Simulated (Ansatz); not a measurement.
## YAl3Au: relaxing a made-up structure

This structure for YAl3Au is made up. Its elements were placed in a known structure type with a cell scaled to their sizes. What cell does the guess relax to, and how far off was it?

Main program and level: Ansatz 0.2.0; DFT, PBEsol, plane-wave PAW, default files, scalar-relativistic, no spin, cell and ions relaxed at zero pressure.

## (1) Set-up

The structure is tetragonal, space group I4mm (No. 107). The conventional cell has a = 4.261 Å, b = 4.261 Å, c = 10.891 Å, α = 90.00°, β = 90.00°, γ = 90.00°. Nearest to Au lie 5 Al at 2.46 to 2.50 Å and 4 Y at 3.40 Å. Y has 12 Al at 3.16 to 3.52 Å and 4 Au at 3.40 Å nearest. Al has 2 Au at 2.46 Å and 6 Al at 2.73 to 3.01 Å and 4 Y at 3.39 to 3.52 Å nearest. Al has 1 Au at 2.50 Å and 4 Al at 2.73 Å and 4 Y at 3.16 Å nearest. Farther neighbours are not listed.

Coordinates:

```cif
data_structure
_symmetry_space_group_name_H-M 'P 1'
_symmetry_Int_Tables_number 1
_cell_length_a 6.2235
_cell_length_b 6.2235
_cell_length_c 6.2235
_cell_angle_alpha 139.962
_cell_angle_beta 139.962
_cell_angle_gamma 57.911
_cell_volume 98.87
loop_
_atom_site_label
_atom_site_type_symbol
_atom_site_fract_x
_atom_site_fract_y
_atom_site_fract_z
_atom_site_occupancy
Au1 Au 0.63060 0.63060 0.00000 1
Y2 Y 0.98670 0.98670 0.00000 1
Al3 Al 0.74430 0.24430 0.50000 1
Al4 Al 0.24430 0.74430 0.50000 1
Al5 Al 0.40060 0.40060 0.00000 1
```

## (2) Relaxing cell and atoms

The guess takes its coordinates from another compound and its volume from a rule, so the cell and any free coordinates are relaxed together.

File input.yaml:

```yaml
crystal:
  lattice:
    - [-2.1305, 2.1305, 5.4455]
    - [2.1305, -2.1305, 5.4455]
    - [2.1305, 2.1305, -5.4455]
  atoms:
    - { symbol: Au, position: [0.6306, 0.6306, 0.0] }
    - { symbol: "Y", position: [0.9867, 0.9867, 0.0] }
    - { symbol: Al, position: [0.7443, 0.2443, 0.5] }
    - { symbol: Al, position: [0.2443, 0.7443, 0.5] }
    - { symbol: Al, position: [0.4006, 0.4006, 0.0] }
kpoints:
  mp_grid: { grid: [9, 9, 9] }
scf:
  occupations: { method: fermi_dirac, width: 0.05 }
hamiltonian:
  xc: pbesol
  pseudopotentials: { kind: paw }
relax:
  f_tol: 0.015
  max_steps: 70
  cell: {}
output:
  forces: true
  stress: true
```

Launch:

```bash
> ansatz run input.yaml --threads 4 --pin off --max-ram 10240MiB --backend cpu --events-out ev --progress --plain --runs-dir out
```

Numbers of over 12 decimals in the logs are rounded to 6 here.

The log of the run:

```text
basis.fft_grid_basis auto: the FFT boxes are laid along the combinations [[1, 0, 1], [0, 1, 1], [0, 0, 1]] of the cell's own vectors, 4.261, 4.261 and 6.223 Å long. The dense box has 30×30×45 points. Along the cell's own vectors, as sized, it would have 45×45×45, 2.25 times as many. Of the 8 symmetry operations that the crystal satisfies within crystal.symmetry.tolerance (time reversal apart; of a slab, those that ke [...]
Engine: ansatz 0.2.0, x86_64-unknown-linux-gnu
Pseudopotentials: kind: paw
Pseudopotential: Au, paw, valence charge 19, recommended cutoff 420 eV (normal), Au.paw.azcp
Pseudopotential: Y, paw, valence charge 11, recommended cutoff 420 eV (normal), Y.paw.azcp
Pseudopotential: Al, paw, valence charge 3, recommended cutoff 420 eV (normal), Al.paw.azcp
Functional definition: PBEsol
  exchange = pbesol_x
  correlation = pbesol_c
Crystal: 5 atoms, lattice volume = 98.869 Å³
Basis set: ecut = 420 eV, 1947 PW (Γ), FFT grids on a1+a3, a2+a3, a3, exchange–correlation on 60×60×90 points (8 copies of the dense FFT grid, shifted against one another)
Bands: 25, of which v1, the nominal top of the filled ones, is band 20 counted from 1 (19 counted from 0)
Symmetry: 8 space group operations
Space group: I4mm (ITA 107), of the structure as read, at distance tolerance 4.6e-5 Å
k-points: 75 of 729 (time reversal used)
Non-local potential: Au, projectors of the file, l = 0: 3, l = 1: 2, l = 2: 2, l = 3: 1
Non-local potential: Y, projectors of the file, l = 0: 3, l = 1: 2, l = 2: 2, l = 3: 1
Non-local potential: Al, projectors of the file, l = 0: 2, l = 1: 2, l = 2: 1
PAW form: soft (Blöchl's): semilocal exchange-correlation on the pseudo side does not see the compensation charge
PAW frozen core: Au, regenerated for the run's functional, and the local potential with it (the file was generated under x = pbe(κ = 0.804, μ = 0.219515), c = pbe(β = 0.066725))
PAW frozen core: Y, regenerated for the run's functional, and the local potential with it (the file was generated under x = pbe(κ = 0.804, μ = 0.219515), c = pbe(β = 0.066725))
PAW frozen core: Al, regenerated for the run's functional, and the local potential with it (the file was generated under x = pbe(κ = 0.804, μ = 0.219515), c = pbe(β = 0.066725))
PAW one-centre angular grid: Au, 590 points (default); XC on 64 Gauss nodes
PAW one-centre angular grid: Y, 590 points (default); XC on 64 Gauss nodes
PAW one-centre angular grid: Al, 110 points (default); XC on 64 Gauss nodes
Initial density: superposition of atomic densities (neutral atoms: chi_scale 0, normalization atom), corrected by the library's trained network
Initial wavefunctions: pseudopotential atomic-orbital guess
Functional: x = pbesol(κ = 0.804, μ = 0.123457), c = pbesol(β = 0.046)
SCF iter   1: F=—  HF=-18378.749639 eV  |F-HF|=—  |Δ(HF+E_count)|=         —  Δρ=3.51e-3  dr2=3.37e-2  ethr=1.77e-3  ⟨swp⟩=6.2  Hψ=8709  notcnv=0
preconditioner: auto → Kerker (q_TF=auto, 2.336 Å⁻¹)  [metal: Δε(μ)=0.011 eV  Ē_g=6.918 eV  σ=0.050 eV  W_gap=0.05  n_scr=24 (ndim 8)  ℏωp=17.9 eV  f_vac=0.000  D(μ)=1.36/eV (n_scr^D=2)]
SCF iter   2: F=—  HF=-18378.746219 eV  |F-HF|=—  |Δ(HF+E_count)|=   3.42e-3  Δρ=2.12e-3  dr2=1.29e-2  ethr=8.65e-5  ⟨swp⟩=1.2  Hψ=2493  notcnv=0
SCF iter   3: F=—  HF=-18378.743471 eV  |F-HF|=—  |Δ(HF+E_count)|=   2.75e-3  Δρ=4.89e-4  dr2=4.99e-4  ethr=3.31e-5  ⟨swp⟩=2.0  Hψ=2198  notcnv=0
SCF iter   4: F=—  HF=-18378.743383 eV  |F-HF|=—  |Δ(HF+E_count)|=   8.72e-5  Δρ=1.57e-4  dr2=2.93e-5  ethr=1.28e-6  ⟨swp⟩=2.1  Hψ=2621  notcnv=0
SCF iter   5: F=—  HF=-18378.743361 eV  |F-HF|=—  |Δ(HF+E_count)|=   2.28e-5  Δρ=5.11e-5  dr2=4.08e-6  ethr=7.50e-8  ⟨swp⟩=2.3  Hψ=2905  notcnv=0  defer=2
SCF iter   6: F=—  HF=-18378.743360 eV  |F-HF|=—  |Δ(HF+E_count)|=   7.07e-7  Δρ=1.00e-5  dr2=1.52e-7  ethr=1.05e-8  ⟨swp⟩=2.9  Hψ=2962  notcnv=0  defer=3
SCF iter   7: F=-18378.743360 eV  HF=-18378.743360 eV  |F-HF|=8.08e-10  |Δ(HF+E_count)|=   2.24e-8  Δρ=1.96e-6  dr2=4.02e-9  ethr=2.56e-10  ⟨swp⟩=4.0  Hψ=5929  notcnv=0
SCF 1 converged in 7 iterations: F = -18378.743360 eV  dr2 = 4.02e-9
  greatest PAW one-centre occupation: 1.001 electrons in one spin orbital (limit 2), on the Au atom at site 0 (counted from 0), in its partial waves of l = 0
relax step   1: F+E_penalty+E_count = -18378.74335981 eV  Δ(F+E_penalty+E_count) = +0.000e0 eV  max|allowed force component| = 1.236e0 eV/Å  Δτ_max = 0.0000 Å  P = -1.620 GPa  Ω = 98.869 Å³  (7 SCF iters, dr2 threshold 1.00e-7 eV, accepted)
Crystal: 5 atoms, lattice volume = 95.049 Å³
Basis set: ecut = 420 eV, 1855 PW (Γ), FFT grids on a1+a3, a2+a3, a3, exchange–correlation on 60×60×90 points (8 copies of the dense FFT grid, shifted against one another)
Initial density: handed on by an earlier stage of this run
Initial wavefunctions: those handed on with the density
iter 1 solved again at ethr=5.04e-4 eV; its pass at ethr=3.10e-3 eV (dr2=1.97e-1 eV) is discarded
SCF iter   1: F=—  HF=-18378.898681 eV  |F-HF|=—  |Δ(HF+E_count)|=         —  Δρ=1.06e-2  dr2=2.00e-1  ethr=5.04e-4  ⟨swp⟩=1.0  Hψ=10419  notcnv=0
preconditioner: auto → Kerker (q_TF=auto, 2.352 Å⁻¹)  [metal: Δε(μ)=0.019 eV  Ē_g=6.889 eV  σ=0.050 eV  W_gap=0.09  n_scr=24 (ndim 8)  ℏωp=18.3 eV  f_vac=0.000  D(μ)=1.27/eV (n_scr^D=2)]
SCF iter   2: F=—  HF=-18378.857740 eV  |F-HF|=—  |Δ(HF+E_count)|=   4.09e-2  Δρ=5.33e-3  dr2=4.76e-2  ethr=5.04e-4  ⟨swp⟩=2.5  Hψ=2847  notcnv=0
SCF iter   3: F=—  HF=-18378.845146 eV  |F-HF|=—  |Δ(HF+E_count)|=   1.26e-2  Δρ=1.16e-3  dr2=4.32e-3  ethr=1.22e-4  ⟨swp⟩=2.0  Hψ=2880  notcnv=0
SCF iter   4: F=—  HF=-18378.844214 eV  |F-HF|=—  |Δ(HF+E_count)|=   9.33e-4  Δρ=3.58e-4  dr2=3.68e-4  ethr=1.11e-5  ⟨swp⟩=1.9  Hψ=2382  notcnv=0
SCF iter   5: F=—  HF=-18378.844114 eV  |F-HF|=—  |Δ(HF+E_count)|=   9.99e-5  Δρ=8.95e-5  dr2=1.23e-5  ethr=9.43e-7  ⟨swp⟩=2.3  Hψ=2912  notcnv=0
SCF iter   6: F=-18378.844111 eV  HF=-18378.844111 eV  |F-HF|=1.68e-7  |Δ(HF+E_count)|=   2.49e-6  Δρ=1.71e-5  dr2=3.64e-7  ethr=1.28e-9  ⟨swp⟩=3.3  Hψ=7832  notcnv=0
SCF 2 converged in 6 iterations: F = -18378.844111 eV  dr2 = 3.64e-7
relax step   2: F+E_penalty+E_count = -18378.84411109 eV  Δ(F+E_penalty+E_count) = -1.008e-1 eV  max|allowed force component| = 3.317e-1 eV/Å  Δτ_max = 0.0763 Å  P = +1.305 GPa  Ω = 95.049 Å³  energy of the carried Pulay correction = +9.107e-4 eV  (6 SCF iters, dr2 threshold 5.00e-7 eV, accepted)
Crystal: 5 atoms, lattice volume = 95.966 Å³
Basis set: ecut = 420 eV, 1879 PW (Γ), FFT grids on a1+a3, a2+a3, a3, exchange–correlation on 60×60×90 points (8 copies of the dense FFT grid, shifted against one another)
iter 1 solved again at ethr=8.87e-5 eV; its pass at ethr=3.10e-3 eV (dr2=3.46e-2 eV) is discarded
SCF iter   1: F=—  HF=-18378.871883 eV  |F-HF|=—  |Δ(HF+E_count)|=         —  Δρ=5.08e-3  dr2=3.59e-2  ethr=8.87e-5  ⟨swp⟩=1.0  Hψ=10233  notcnv=0
preconditioner: auto → Kerker (q_TF=auto, 2.348 Å⁻¹)  [metal: Δε(μ)=0.050 eV  Ē_g=6.972 eV  σ=0.050 eV  W_gap=0.24  n_scr=24 (ndim 8)  ℏωp=18.2 eV  f_vac=0.000  D(μ)=1.20/eV (n_scr^D=2)]
SCF iter   2: F=—  HF=-18378.864219 eV  |F-HF|=—  |Δ(HF+E_count)|=   7.66e-3  Δρ=2.55e-3  dr2=8.26e-3  ethr=8.87e-5  ⟨swp⟩=2.5  Hψ=2583  notcnv=0
SCF iter   3: F=—  HF=-18378.861961 eV  |F-HF|=—  |Δ(HF+E_count)|=   2.26e-3  Δρ=4.69e-4  dr2=4.05e-4  ethr=2.12e-5  ⟨swp⟩=2.1  Hψ=2637  notcnv=0
SCF iter   4: F=—  HF=-18378.861882 eV  |F-HF|=—  |Δ(HF+E_count)|=   7.85e-5  Δρ=1.40e-4  dr2=4.78e-5  ethr=1.04e-6  ⟨swp⟩=2.1  Hψ=2620  notcnv=0
SCF iter   5: F=—  HF=-18378.861870 eV  |F-HF|=—  |Δ(HF+E_count)|=   1.21e-5  Δρ=3.45e-5  dr2=2.86e-6  ethr=1.23e-7  ⟨swp⟩=2.2  Hψ=2715  notcnv=0
SCF iter   6: F=-18378.861869 eV  HF=-18378.861869 eV  |F-HF|=4.91e-8  |Δ(HF+E_count)|=   6.27e-7  Δρ=7.25e-6  dr2=7.39e-8  ethr=1.28e-9  ⟨swp⟩=4.5  Hψ=6104  notcnv=0
SCF 3 converged in 6 iterations: F = -18378.861869 eV  dr2 = 7.39e-8
relax step   3: F+E_penalty+E_count = -18378.86186941 eV  Δ(F+E_penalty+E_count) = -1.776e-2 eV  max|allowed force component| = 5.498e-2 eV/Å  Δτ_max = 0.0378 Å  P = +0.033 GPa  Ω = 95.966 Å³  energy of the carried Pulay correction = +6.889e-4 eV  (6 SCF iters, dr2 threshold 5.00e-7 eV, accepted)
[...]
relax step   4: F+E_penalty+E_count = -18378.86583146 eV  Δ(F+E_penalty+E_count) = -3.962e-3 eV  max|allowed force component| = 3.677e-2 eV/Å  Δτ_max = 0.0215 Å  P = +0.173 GPa  Ω = 95.733 Å³  energy of the carried Pulay correction = +7.451e-4 eV  (6 SCF iters, dr2 threshold 5.00e-7 eV, accepted)
[...]
relax step   5: F+E_penalty+E_count = -18378.86617713 eV  Δ(F+E_penalty+E_count) = -3.457e-4 eV  max|allowed force component| = 8.137e-3 eV/Å  Δτ_max = 0.0080 Å  P = -0.029 GPa  Ω = 95.885 Å³  energy of the carried Pulay correction = +7.085e-4 eV  (5 SCF iters, dr2 threshold 2.87e-7 eV, accepted)
[...]
relax step   6: F+E_penalty+E_count = -18378.86619009 eV  Δ(F+E_penalty+E_count) = -1.295e-5 eV  max|allowed force component| = 2.212e-3 eV/Å  Δτ_max = 0.0012 Å  P = +0.003 GPa  Ω = 95.860 Å³  energy of the carried Pulay correction = +7.145e-4 eV  (5 SCF iters, dr2 threshold 7.19e-9 eV, accepted)
Initial wavefunctions: pseudopotential atomic-orbital guess (no wavefunctions were taken with the density)
iter 1 solved again at ethr=2.19e-7 eV; its pass at ethr=3.10e-3 eV (dr2=8.55e-5 eV) is discarded
SCF iter   1: F=—  HF=-18378.865699 eV  |F-HF|=—  |Δ(HF+E_count)|=         —  Δρ=6.20e-5  dr2=3.23e-7  ethr=2.19e-7  ⟨swp⟩=3.0  Hψ=13444  notcnv=0
preconditioner: auto → Kerker (q_TF=auto, 2.349 Å⁻¹)  [metal: Δε(μ)=0.090 eV  Ē_g=6.895 eV  σ=0.050 eV  W_gap=0.38  n_scr=24 (ndim 8)  ℏωp=18.2 eV  f_vac=0.000  D(μ)=1.06/eV (n_scr^D=2)]
SCF iter   2: F=—  HF=-18378.865723 eV  |F-HF|=—  |Δ(HF+E_count)|=   2.46e-5  Δρ=3.16e-5  dr2=8.33e-8  ethr=8.29e-10  ⟨swp⟩=2.7  Hψ=3510  notcnv=0
SCF iter   3: F=—  HF=-18378.865723 eV  |F-HF|=—  |Δ(HF+E_count)|=   5.50e-8  Δρ=2.27e-6  dr2=1.39e-9  ethr=2.14e-10  ⟨swp⟩=2.0  Hψ=2989  notcnv=0
SCF iter   4: F=—  HF=-18378.865723 eV  |F-HF|=—  |Δ(HF+E_count)|=  7.39e-10  Δρ=4.52e-7  dr2=1.62e-10  ethr=3.56e-12  ⟨swp⟩=2.1  Hψ=3305  notcnv=0
SCF iter   5: F=-18378.865723 eV  HF=-18378.865723 eV  |F-HF|=0.00e0  |Δ(HF+E_count)|=  1.46e-11  Δρ=8.27e-8  dr2=1.24e-11  ethr=1.00e-12  ⟨swp⟩=4.0  Hψ=5958  notcnv=0
SCF 7 converged in 5 iterations: F = -18378.865723 eV  dr2 = 1.24e-11
relax step   7: F+E_penalty+E_count = -18378.86572323 eV  Δ(F+E_penalty+E_count) = +4.669e-4 eV  max|allowed force component| = 2.224e-3 eV/Å  Δτ_max = 0.0000 Å  P = -0.004 GPa  Ω = 95.860 Å³  stress off target by 1.23e-2 GPa  SCF on the basis re-selected at this cell (its energy is not comparable with the rows above)  (5 SCF iters)
basis re-selected at this cell: Δ(F+E_penalty+E_count) = +4.669e-4 eV, ΔP = -0.007 GPa vs the last step (what re-selecting the basis moved, of the pressure what is left beyond the Pulay correction that the steps carried, after the strain that the cell walked since its last selection, with what the two solves' SCF thresholds leave and, on support functions, any second-order correction that the steps lacked; it is no m [...]
SCF converged after 5 iterations
Free energy (F): -18378.865723 eV
Harris-Foulkes:  -18378.865723 eV  (|F-HF|=0.00e0)
Internal energy: -18378.856716 eV  (E = F + TS)
E sigma→0 (E₀):  -18378.861220 eV
Entropy (-TS):   -0.009007 eV (-1.801 meV/atom)
Fermi energy:    10.987355 eV
--- Per-component energies (eV) ---
  E_band       = -464.528096
  E_kinetic    = 979.338787
  E_local      = -3837.411676  (includes V_loc(G=0)·N_el)
  E_nonlocal   = 155.427594
  E_hartree    = 1614.108099
  E_xc         = -519.160645
  E_vxc        = -563.805193  (∫ρ·V_xc dr)
  E_paw        = -13701.442979  (= ΣΔE_a)
  E_vpaw       = -426.295171  (= ΣTr[D̂ρ^β])
  E_aug_tail   = 0.001361  (compensation charges beyond the density's cutoff)
  E_ewald      = -3070.232925
  E_core_change = 0.515669  (= ΣΔE_core)
  E_smearing   = -0.009007  (= −TS)
  E_closure    = -0.000000  (closes the sum)
  Σ components = -18378.865723   (vs F -18378.865723, Δ=0.00e0)
--- Forces (eV/Å), atoms counted from 1 ---
  atom   1  Au     0.00000000    -0.00000000     0.00061317
  atom   2  Y     -0.00000000     0.00000000    -0.00222389
  atom   3  Al     0.00000000    -0.00000000     0.00111353
  atom   4  Al    -0.00000000     0.00000000     0.00111353
  atom   5  Al    -0.00000000     0.00000000    -0.00061705
  max |Σ_I F_I| component: 7.16e-7 eV/Å
--- Stress (GPa, compression-positive) ---
       -0.012296      -0.000000      -0.000000
       -0.000000      -0.012296       0.000000
       -0.000000      -0.000000       0.012087
  P = ⅓ Tr σ = -0.0042 GPa (-0.042 kbar)
--- Relaxed structure (6 steps of the walk, 6 accepted, 1 SCFs on fresh bases) ---
  F+E_penalty+E_count = -18378.86572323 eV   max|allowed force component| = 2.224e-3 eV/Å   (the final SCF, on the basis selected at the relaxed cell)
  cell:  # Å, volume = 95.8600 Å³
    - [-2.079618, 2.079618, 5.541284]
    - [2.079618, -2.079618, 5.541284]
    - [2.079618, 2.079618, -5.541284]
  atoms:
    - { symbol: Au, position: [0.618034, 0.618034, 0] }
    - { symbol: Y, position: [0.990853, 0.990853, 0] }
    - { symbol: Al, position: [0.749553, 0.249553, 0.500000] }
    - { symbol: Al, position: [0.249553, 0.749553, 0.500000] }
    - { symbol: Al, position: [0.398508, 0.398508, 0] }
```

It took 21 s on 4 threads of Intel Xeon Platinum 8488C (Sapphire Rapids), shared host; peak memory 0.56 GiB; 77 s of CPU time.

The steps of the relaxation:

```
step  energy less that of the first step (eV)  largest force component (eV/Å)  pressure (GPa)  volume (Å³)
   1                                   0.0000                          1.2358           -1.62        98.87
   2                                  -0.1008                          0.3317            1.31        95.05
   3                                  -0.1185                          0.0550            0.03        95.97
   4                                  -0.1225                          0.0368            0.17        95.73
   5                                  -0.1228                          0.0081           -0.03        95.88
   6                                  -0.1228                          0.0022            0.00        95.86
  7*                                  -0.1224                          0.0022            0.00        95.86
```

Relaxation steps marked * repeat the geometry before them on a plane-wave basis chosen anew for their cell, so energy and pressure can jump there.

Forces are held to the 8 operations that the run works with; a distortion that breaks them can't arise in this run.

```
conventional cell, symmetrised  before   after  change
                         a (Å)   4.261   4.159  -2.4 %
                         b (Å)   4.261   4.159  -2.4 %
                         c (Å)  10.891  11.083  +1.8 %
              volume (Å³/atom)   19.77   19.17  -3.0 %
```

The atoms that moved most (Å, as changes of fractional coordinates times the final cell):

```
atom     dx     dy      dz  length
 Au1  0.000  0.000  -0.139   0.139
 Al3  0.000  0.000   0.058   0.058
 Al4  0.000  0.000   0.058   0.058
  Y2  0.000  0.000   0.046   0.046
 Al5  0.000  0.000  -0.023   0.023
```

The relaxed structure:

```xyz
5
Lattice="-2.0796 2.0796 5.5413 2.0796 -2.0796 5.5413 2.0796 2.0796 -5.5413" Properties=species:S:1:pos:R:3 pbc="T T T"
Au    0.0000    0.0000    6.8494
Y     0.0000    0.0000   10.9812
Al    0.0000    2.0796    2.7657
Al    2.0796    0.0000    2.7657
Al    0.0000    0.0000    4.4165
```

This step gave:

| Item | Value |
| --- | --- |
| free energy | -18378.8657 eV |
| energy at zero smearing | -18378.8612 eV |
| smearing term TS | 0.009007 eV |
| Fermi energy | 10.99 eV |
| electrons | 39 |
| symmetry operations | 8 |
| pressure | -0.004168 GPa |

The shortest distance of each pair, which need not be the same contact before and after:

```
 pair  guess (Å)  relaxed (Å)
Al–Au      2.464        2.433
Al–Al      2.727        2.655
 Al–Y      3.156        3.114
 Au–Y      3.396        3.261
Au–Au      4.261        4.159
```

The relaxation ends with a largest force component of 0.0022 eV/Å and a pressure of 0.00 GPa.

## (3) Outcome

| Property | Result |
| --- | --- |
| space group, relaxed | I4mm |
| conventional cell | a = 4.159, b = 4.159, c = 11.083 Å; α = 90.0°, β = 90.0°, γ = 90.0° |
| volume per atom | 19.17 Å³ (guess 19.77) |

YAl3Au relaxes to I4mm with a = 4.159, b = 4.159 and c = 11.083 Å. The guessed volume was 3 % too large. The space group I4mm was held in the relaxation, so the end point is a stationary structure within it and may be a saddle against distortions or other arrangements. Mesh and cutoff weren't tested. Spin-orbit coupling is left out, which can matter for elements this heavy. No dispersion term is used, so weakly bound directions may come out too long. Nothing here tests whether the compound is stable against decomposition.

[Logs are printed without paths, hosts, clocks, repeated set-up lines and the standing remarks that a program may print on its own settings, such as how far it seeks lower states.]

[Hosts, paths, dates, database ids (printed as entryN), source tags and the programs' standing remarks are cut or masked in the printed files.]
